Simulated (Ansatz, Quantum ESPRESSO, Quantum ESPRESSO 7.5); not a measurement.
**Band edges of H-CC-F chair, 1 layer under strain**

How do the band edges of H-CC-F chair, 1 layer move against the vacuum when the sheet is stretched?

Method: plane-wave DFT, PBE, GBRV ultrasoft pseudopotentials (geometry by Ansatz 0.2.0 with PAW datasets; geometry under PBE), in Quantum ESPRESSO 7.5.

## (1) The starting structure

The cell holds 4 atoms: 1 F, 2 C and 1 H. Its edges and angles: a = 2.508 Å, b = 2.508 Å, c = 17.907 Å, α = 90.0°, β = 90.0°, γ = 120.0°. Vacuum lies along c.

This sheet is a model structure: its symmetry is held, and its stability is not tested here.

## (2) Geometry from Ansatz

A relaxation in Ansatz fixes the structure of this slab for the runs on it.

The input, input.yaml:

```yaml
crystal:
  lattice:
    - [2.508, 0.0, 0.0]
    - [-1.254, 2.1719917127, 0.0]
    - [0.0, 0.0, 17.9066666667]
  atoms:
    - { symbol: F, position: [0.6666666667, 0.3333333333, 0.4188384214] }
    - { symbol: C, position: [0.6666666667, 0.3333333333, 0.4931124348] }
    - { symbol: C, position: [0.3333333333, 0.6666666667, 0.5214072971] }
    - { symbol: H, position: [0.3333333333, 0.6666666667, 0.5811615786] }
kpoints:
  mp_grid: { grid: [12, 12, 1] }
hamiltonian:
  xc: pbe
scf:
  occupations: { method: fermi_dirac, width: 0.05 }
  convergence: { dr2_threshold: 1.0e-08 }
efield:
  axis: 3
  dipole_correction: true
  ramp_position: 0.97
  ramp_width: 0.04
relax:
  f_tol: 0.01
  cell: { fix: [c, alpha, beta] }
output:
  write_potential: true
  write_density: true
  volumetric_format: npy
```

Launch:

```console
$ ansatz run input.yaml --threads 2 --pin off --max-ram 4096MiB --backend cpu --events-out ev --progress --plain --runs-dir out
```

Numbers of over 12 decimals in the logs are rounded to 6 here.

The program printed:

```text
Warning: relax.cell: scf.convergence.dr2_threshold = 1e-8 eV is looser than the 4e-10 eV advised for a relaxation that steers and ends on the stress (1e-10 eV for each atom of the cell: 4). What an SCF threshold leaves in a stress goes as its square root, and in the free energy as the threshold itself, and one threshold admits the most on a small cell: [figures from the program's tests cut] Set scf.convergence.dr2_threshold to 4e-10 eV or tighter. The threshold is an SCF's pass mark: one that does not reach it within its budget of iterations ends unconverged, or closes short of it on a stop that the run arms, and scf.convergence.dr2_threshold's page says what that costs each kind of run
Engine: ansatz 0.2.0, aarch64-unknown-linux-gnu
Pseudopotentials: kind: paw
Pseudopotential: F, paw, valence charge 7, recommended cutoff 420 eV (normal), F.paw.azcp
Pseudopotential: C, paw, valence charge 4, recommended cutoff 420 eV (normal), C.paw.azcp
Pseudopotential: H, paw, valence charge 1, recommended cutoff 420 eV (normal), H.paw.azcp
Functional definition: PBE
  parameter kappa = 0.804
  parameter beta = 0.066725
  exchange = pbe_x(kappa = kappa, mu = beta*pi^2/3)
  correlation = pbe_c(beta = beta)
Crystal: 4 atoms, lattice volume = 97.544 Å³
Basis set: ecut = 420 eV, 1889 PW (Γ), exchange–correlation on 36×36×240 points (8 copies of the dense FFT grid, shifted against one another)
Bands: 12, of which v1, the nominal top of the filled ones, is band 8 counted from 1 (7 counted from 0)
Symmetry: 6 space group operations
Space group: P3m1 (ITA 156), of the structure as read, at distance tolerance 4.6e-5 Å
k-points: 19 of 144 (time reversal used)
Non-local potential: F, projectors of the file, l = 0: 2, l = 1: 2, l = 2: 1
Non-local potential: C, projectors of the file, l = 0: 2, l = 1: 2, l = 2: 1
Non-local potential: H, projectors of the file, l = 0: 2, l = 1: 1
PAW form: soft (Blöchl's): semilocal exchange-correlation on the pseudo side does not see the compensation charge
PAW one-centre angular grid: F, 110 points (default); XC on 64 Gauss nodes
PAW one-centre angular grid: C, 110 points (default); XC on 64 Gauss nodes
PAW one-centre angular grid: H, 110 points (default); XC on 64 Gauss nodes
Initial density: superposition of atomic densities (neutral atoms: chi_scale 0, normalization atom), corrected by the library's trained network
Initial wavefunctions: pseudopotential atomic-orbital guess
Functional: x = pbe(κ = 0.804, μ = 0.219515), c = pbe(β = 0.066725)
SCF iter   1: F=—  HF=-1325.085628 eV  |F-HF|=—  |Δ(HF+E_count)|=         —  Δρ=5.38e-3  dr2=7.45e-2  ethr=1.77e-3  p=0.076 e·Å  D=1.41e-1 V/Å  ΔV_dip=-2.52 eV  dr2_dipole=2.59e-2  V_vac-E_F(+/−)=2.98/5.49 eV  ⟨swp⟩=6.3  Hψ=1574  notcnv=0
efield: sawtooth ramp at fractional position 0.9700 (set: `efield.ramp_position`, or a place that a band, a saddle search or an elastic batch's reference lends), width 0.0400; the density the first Hamiltonian is built on has a dipole p = 0.076 e·Å; the dipole correction subtracts the counter field D = 1.41e-1 V/Å, which shifts the + side's vacuum level by -2.52 eV against the − side's; the planar-averaged density in the ramp window peaks in size at 8.6e-5 e/Å³
preconditioner: auto → none  [insulator: Δε(μ)=2.864 eV  Ē_g=17.273 eV  σ=0.050 eV  W_gap=1.00  n_scr=10 (ndim 8)  ℏωp=15.0 eV  f_vac=0.696  D(μ)=0.00/eV (n_scr^D=0)  ε∞_Penn≈1.8]
SCF iter   2: F=—  HF=-1325.096815 eV  |F-HF|=—  |Δ(HF+E_count)|=   1.12e-2  Δρ=8.86e-3  dr2=1.39e-1  ethr=4.66e-4  p=0.159 e·Å  D=2.95e-1 V/Å  ΔV_dip=-5.29 eV  dr2_dipole=2.08e-2  V_vac-E_F(+/−)=1.91/7.19 eV  ⟨swp⟩=3.9  Hψ=681  notcnv=0
SCF iter   3: F=—  HF=-1325.066122 eV  |F-HF|=—  |Δ(HF+E_count)|=   3.07e-2  Δρ=2.84e-3  dr2=5.20e-3  ethr=4.66e-4  p=0.127 e·Å  D=2.36e-1 V/Å  ΔV_dip=-4.22 eV  dr2_dipole=2.70e-6  V_vac-E_F(+/−)=2.27/6.49 eV  ⟨swp⟩=3.3  Hψ=448  notcnv=0
SCF iter   4: F=—  HF=-1325.066653 eV  |F-HF|=—  |Δ(HF+E_count)|=   5.31e-4  Δρ=3.31e-4  dr2=8.43e-5  ethr=3.25e-5  p=0.138 e·Å  D=2.55e-1 V/Å  ΔV_dip=-4.58 eV  dr2_dipole=2.63e-6  V_vac-E_F(+/−)=2.01/6.59 eV  ⟨swp⟩=3.4  Hψ=569  notcnv=0
SCF iter   5: F=—  HF=-1325.066684 eV  |F-HF|=—  |Δ(HF+E_count)|=   3.12e-5  Δρ=1.38e-4  dr2=9.52e-6  ethr=5.27e-7  p=0.138 e·Å  D=2.57e-1 V/Å  ΔV_dip=-4.60 eV  dr2_dipole=5.63e-8  V_vac-E_F(+/−)=2.01/6.60 eV  ⟨swp⟩=2.2  Hψ=403  notcnv=0
SCF iter   6: F=—  HF=-1325.066698 eV  |F-HF|=—  |Δ(HF+E_count)|=   1.37e-5  Δρ=5.16e-5  dr2=2.18e-6  ethr=5.95e-8  p=0.138 e·Å  D=2.57e-1 V/Å  ΔV_dip=-4.59 eV  dr2_dipole=1.49e-8  V_vac-E_F(+/−)=2.01/6.60 eV  ⟨swp⟩=2.4  Hψ=410  notcnv=0
SCF iter   7: F=—  HF=-1325.066700 eV  |F-HF|=—  |Δ(HF+E_count)|=   2.63e-6  Δρ=1.87e-5  dr2=1.88e-7  ethr=1.36e-8  p=0.138 e·Å  D=2.57e-1 V/Å  ΔV_dip=-4.60 eV  dr2_dipole=1.12e-8  V_vac-E_F(+/−)=2.00/6.60 eV  ⟨swp⟩=2.4  Hψ=366  notcnv=0
SCF iter   8: F=—  HF=-1325.066702 eV  |F-HF|=—  |Δ(HF+E_count)|=   1.09e-6  Δρ=6.83e-6  dr2=2.37e-8  ethr=1.18e-9  p=0.138 e·Å  D=2.57e-1 V/Å  ΔV_dip=-4.60 eV  dr2_dipole=8.79e-10  V_vac-E_F(+/−)=2.00/6.60 eV  ⟨swp⟩=2.2  Hψ=374  notcnv=0
SCF iter   9: F=-1325.066702 eV  HF=-1325.066702 eV  |F-HF|=1.15e-9  |Δ(HF+E_count)|=   1.27e-7  Δρ=1.39e-6  dr2=1.21e-9  ethr=6.25e-11  p=0.138 e·Å  D=2.57e-1 V/Å  ΔV_dip=-4.60 eV  dr2_dipole=3.35e-11  V_vac-E_F(+/−)=2.00/6.60 eV  ⟨swp⟩=10.2  Hψ=1548  notcnv=0
SCF 1 converged in 9 iterations: F = -1325.066702 eV  dr2 = 1.21e-9
  greatest PAW one-centre occupation: 0.935 electrons in one spin orbital (limit 2), on the F atom at site 0 (counted from 0), in its partial waves of l = 0
relax step   1: F+E_penalty+E_count = -1325.06670171 eV  Δ(F+E_penalty+E_count) = +0.000e0 eV  max|allowed force component| = 1.992e0 eV/Å  Δτ_max = 0.0000 Å  P = +4.556 GPa  Ω = 97.544 Å³  fix = [c, alpha, beta]  reactions: c +5.314 GPa  (9 SCF iters, accepted)
Crystal: 4 atoms, lattice volume = 101.254 Å³
Basis set: ecut = 420 eV, 2009 PW (Γ), exchange–correlation on 36×36×240 points (8 copies of the dense FFT grid, shifted against one another)
Initial density: handed on by an earlier stage of this run
Initial wavefunctions: those handed on with the density
iter 1 solved again at ethr=2.39e-4 eV; its pass at ethr=3.10e-3 eV (dr2=3.82e-2 eV) is discarded
SCF iter   1: F=—  HF=-1325.175610 eV  |F-HF|=—  |Δ(HF+E_count)|=         —  Δρ=5.26e-3  dr2=4.02e-2  ethr=2.39e-4  p=0.144 e·Å  D=2.57e-1 V/Å  ΔV_dip=-4.60 eV  dr2_dipole=3.88e-4  V_vac-E_F(+/−)=1.96/6.56 eV  ⟨swp⟩=1.9  Hψ=2119  notcnv=0
[...]
relax step   4: F+E_penalty+E_count = -1325.17742545 eV  Δ(F+E_penalty+E_count) = -2.169e-4 eV  max|allowed force component| = 6.194e-3 eV/Å  Δτ_max = 0.0033 Å  P = -0.024 GPa  Ω = 102.376 Å³  energy of the carried Pulay correction = -7.795e-3 eV  fix = [c, alpha, beta]  reactions: c +0.002 GPa  (6 SCF iters, accepted)
[...]
relax step   5: F+E_penalty+E_count = -1325.18966334 eV  Δ(F+E_penalty+E_count) = -1.224e-2 eV  max|allowed force component| = 5.366e-3 eV/Å  Δτ_max = 0.0000 Å  P = +0.161 GPa  Ω = 102.376 Å³  fix = [c, alpha, beta]  reactions: c +0.018 GPa  stress off target by 2.33e-1 GPa on what of the cell is left free  SCF on the basis re-selected at this cell (its energy is not comparable with the rows above)  (7 SCF iters)
[...]
relax step   6: F+E_penalty+E_count = -1325.18944420 eV  Δ(F+E_penalty+E_count) = +2.191e-4 eV  max|allowed force component| = 2.455e-2 eV/Å  Δτ_max = 0.0004 Å  P = +0.029 GPa  Ω = 102.614 Å³  energy of the carried Pulay correction = -4.249e-4 eV  fix = [c, alpha, beta]  reactions: c -0.021 GPa  (6 SCF iters, accepted)
[...]
relax step   7: F+E_penalty+E_count = -1325.18879173 eV  Δ(F+E_penalty+E_count) = +6.525e-4 eV  max|allowed force component| = 2.369e-1 eV/Å  Δτ_max = 0.0033 Å  P = +0.016 GPa  Ω = 102.651 Å³  energy of the carried Pulay correction = -4.917e-4 eV  fix = [c, alpha, beta]  (6 SCF iters, rejected (line search))
[...]
relax step   8: F+E_penalty+E_count = -1325.18933700 eV  Δ(F+E_penalty+E_count) = +1.072e-4 eV  max|allowed force component| = 1.465e-4 eV/Å  Δτ_max = 0.0003 Å  P = +0.002 GPa  Ω = 102.684 Å³  energy of the carried Pulay correction = -5.502e-4 eV  fix = [c, alpha, beta]  reactions: c +0.003 GPa  (6 SCF iters, accepted)
iter 1 solved again at ethr=5.69e-7 eV; its pass at ethr=3.10e-3 eV (dr2=9.11e-5 eV) is discarded
SCF iter   1: F=—  HF=-1325.189898 eV  |F-HF|=—  |Δ(HF+E_count)|=         —  Δρ=2.28e-5  dr2=8.07e-8  ethr=5.69e-7  p=0.152 e·Å  D=2.68e-1 V/Å  ΔV_dip=-4.80 eV  dr2_dipole=1.47e-10  V_vac-E_F(+/−)=2.27/7.07 eV  ⟨swp⟩=3.8  Hψ=2257  notcnv=0
efield: sawtooth ramp at fractional position 0.9700 (set: `efield.ramp_position`, or a place that a band, a saddle search or an elastic batch's reference lends), width 0.0400; the density the first Hamiltonian is built on has a dipole p = 0.152 e·Å; the dipole correction subtracts the counter field D = 2.68e-1 V/Å, which shifts the + side's vacuum level by -4.80 eV against the − side's; the planar-averaged density in the ramp window peaks in size at 1.4e-5 e/Å³
eigensolver tolerance schedule: the retry pair's looser diagonalisation over-reported the residual by 1128.36 of it (diagonalisation noise at 0.26 of the residual, at the tolerance the schedule requests for it); recorded, not acted on — ethr = c·dr2/N_el stays at c = 1.0e-1
preconditioner: auto → none  [insulator: Δε(μ)=2.636 eV  Ē_g=16.202 eV  σ=0.050 eV  W_gap=1.00  n_scr=10 (ndim 8)  ℏωp=14.7 eV  f_vac=0.702  D(μ)=0.00/eV (n_scr^D=0)  ε∞_Penn≈1.8]
SCF iter   2: F=—  HF=-1325.189964 eV  |F-HF|=—  |Δ(HF+E_count)|=   6.52e-5  Δρ=1.00e-5  dr2=1.42e-8  ethr=5.04e-10  p=0.152 e·Å  D=2.68e-1 V/Å  ΔV_dip=-4.80 eV  dr2_dipole=7.67e-11  V_vac-E_F(+/−)=2.27/7.07 eV  ⟨swp⟩=3.3  Hψ=507  notcnv=0
SCF iter   3: F=-1325.189964 eV  HF=-1325.189964 eV  |F-HF|=1.69e-9  |Δ(HF+E_count)|=   2.63e-8  Δρ=2.73e-6  dr2=4.22e-9  ethr=6.25e-11  p=0.152 e·Å  D=2.68e-1 V/Å  ΔV_dip=-4.80 eV  dr2_dipole=4.94e-10  V_vac-E_F(+/−)=2.27/7.07 eV  ⟨swp⟩=12.0  Hψ=1791  notcnv=0
SCF 9 converged in 3 iterations: F = -1325.189964 eV  dr2 = 4.22e-9
relax step   9: F+E_penalty+E_count = -1325.18996367 eV  Δ(F+E_penalty+E_count) = -6.267e-4 eV  max|allowed force component| = 4.418e-4 eV/Å  Δτ_max = 0.0000 Å  P = +0.006 GPa  Ω = 102.684 Å³  fix = [c, alpha, beta]  reactions: c +0.002 GPa  stress off target by 7.47e-3 GPa on what of the cell is left free  SCF on the basis re-selected at this cell (its energy is not comparable with the rows above)  (3 SCF iters)
basis re-selected at this cell: Δ(F+E_penalty+E_count) = -6.267e-4 eV, ΔP = +0.004 GPa vs the last step (what re-selecting the basis moved, of the pressure what is left beyond the Pulay correction that the steps carried, after the strain that the cell walked since its last selection, with what the two solves' SCF thresholds leave and, on support functions, any second-order correction that the steps lacked; it is no m [...]
WARN: The output density's exchange-correlation potential varies sharply where the density is thin. Do not read a vacuum level from v_tot or v_xc, or from such a field of the output density. On a cell that repeats whose density bears no net charge and no dipole along the vacuum's axis use v_es (v_loc + v_h of the components); under efield.dipole_correction with no amplitude use v_es + v_field, which holds any externa [...]
SCF converged after 3 iterations
Free energy (F): -1325.189964 eV
Harris-Foulkes:  -1325.189964 eV  (|F-HF|=1.69e-9)
Internal energy: -1325.189964 eV  (E = F + TS)
E sigma→0 (E₀):  -1325.189964 eV
Fermi energy:    -1.643034 eV
Dipole field:    D = 0.267936 V/Å  (p = 0.152045 e·Å, saw-weighted, corrected)
Work function:   Φ+ = 2.2748 eV   Φ− = 7.0725 eV
Levels:          The Fermi level and band energies are counted from a zero that moves with the ramp; work functions are not
--- Per-component energies (eV) ---
  E_band       = -186.177389
  E_kinetic    = 401.097852
  E_local      = -8523.809916  (includes V_loc(G=0)·N_el)
  E_nonlocal   = 128.146060
  E_hartree    = 4059.616547
  E_xc         = -184.527798
  E_vxc        = -232.569222  (∫ρ·V_xc dr)
  E_paw        = -399.178717  (= ΣΔE_a)
  E_vpaw       = -79.646634  (= ΣTr[D̂ρ^β])
  E_aug_tail   = 0.000669  (compensation charges beyond the density's cutoff)
  E_efield     = 0.020369  (sawtooth field / dipole correction)
  E_vefield    = 1.369653  (∫n·V_field dr)
  E_ewald      = 3193.444969
  E_smearing   = -0.000000  (= −TS)
  E_closure    = 0.000000  (closes the sum)
  Σ components = -1325.189964   (vs F -1325.189964, Δ=0.00e0)
--- Forces (eV/Å), atoms counted from 1 ---
  atom   1  F      0.00000000    -0.00000000    -0.00000751
  atom   2  C      0.00000000     0.00000000    -0.00026305
  atom   3  C      0.00000000    -0.00000000     0.00045250
  atom   4  H      0.00000000     0.00000000    -0.00013935
  max |Σ_I F_I| component: 4.26e-5 eV/Å
--- Stress (GPa, compression-positive) ---
        0.007471       0.000000      -0.000000
        0.000000       0.007471       0.000000
       -0.000000       0.000000       0.002059
  P = ⅓ Tr σ = 0.0057 GPa (0.057 kbar)
--- Band table (eV; the first three rows and the last of 19) ---
  k-point 0: bands = [... 4 lower, -6.0728, -6.0728, -2.9777, -2.9777, -0.3412, 1.4244, 2.9819, 4.5320]
  k-point 1: bands = [... 4 lower, -6.4139, -6.2089, -3.4943, -3.1715, -0.1372, 1.6445, 3.2337, 4.5733]
  k-point 2: bands = [... 4 lower, -7.1580, -6.5810, -4.5041, -3.5852, 0.4363, 2.2645, 3.7057, 4.5805]
  k-point 18: bands = [... 4 lower, -9.0436, -8.8899, -6.3010, -5.4200, 5.1024, 5.4856, 7.0591, 9.1369]
--- Relaxed structure (7 steps of the walk, 6 accepted, 2 SCFs on fresh bases) ---
  F+E_penalty+E_count = -1325.18996367 eV   max|allowed force component| = 4.418e-4 eV/Å   (the final SCF, on the basis selected at the relaxed cell)
  cell:  # Å, volume = 102.6839 Å³
    - [2.573229, 0, 0]
    - [-1.286614, 2.228482, 0]
    - [0, 0, 17.9066666667]
  atoms:
    - { symbol: F, position: [0.666667, 0.333333, 0.417364] }
    - { symbol: C, position: [0.666667, 0.333333, 0.494102] }
    - { symbol: C, position: [0.333333, 0.666667, 0.520669] }
    - { symbol: H, position: [0.333333, 0.666667, 0.582384] }
```

Wall time 10 s (2 threads of Arm Neoverse V2, shared host); peak memory 0.35 GiB; 20 s of CPU time.

Relaxation path:

```
step  energy less that of the first step (eV)  largest force component (eV/Å)  pressure (GPa)  volume (Å³)
   1                                   0.0000                          1.9921            4.56        97.54
   2                                  -0.0962                          0.9333            1.62       101.25
   3                                  -0.1105                          0.1512           -0.07       102.21
   4                                  -0.1107                          0.0062           -0.02       102.38
  5*                                  -0.1230                          0.0054            0.16       102.38
   6                                  -0.1227                          0.0246            0.03       102.61
   7                                  -0.1221                          0.2369            0.02       102.65
   8                                  -0.1226                          0.0001            0.00       102.68
  9*                                  -0.1233                          0.0004            0.01       102.68
```

Relaxation steps marked * repeat the geometry before them on a plane-wave basis chosen anew for their cell, so energy and pressure can jump there. Relaxation step 7 was tried and not accepted.

Forces are held to the 6 operations that the run works with; a distortion that breaks them can't arise in this run.

```
cell as run  before  after  change
      a (Å)   2.508  2.573  +2.6 %
      b (Å)   2.508  2.573  +2.6 %
```

The atoms that moved most (Å, along periodic axes as changes of fractional coordinates times the final cell, across vacuum about the mean position):

```
atom     dx     dy      dz  length
  F1  0.000  0.000  -0.026   0.026
  H4  0.000  0.000   0.022   0.022
  C2  0.000  0.000   0.018   0.018
  C3  0.000  0.000  -0.013   0.013
```

This step gave:

| Quantity | Value |
| --- | --- |
| free energy | -1325.1900 eV |
| Fermi energy | -1.643 eV |
| gap by band count | 2.636 eV |
| symmetry operations | 6 |
| dipole along the normal | 0.1520 e·Å |
| vacuum level at the upper face over a Fermi level inside the gap | 2.275 eV |
| vacuum level at the lower face over a Fermi level inside the gap | 7.072 eV |

(Continued in part 2 of 2.)

[Logs are printed without paths, hosts, clocks, repeated set-up lines and the standing remarks that a program may print on its own settings, such as how far it seeks lower states.]

[Hosts, paths, dates, database ids (printed as entryN), source tags and the programs' standing remarks are cut or masked in the printed files.]

[Maps of the electrostatic potential energy from Ansatz leave out the sawtooth potential of an applied field or a dipole correction, so their vacuum need not be flat; planar profiles and work functions include it.]
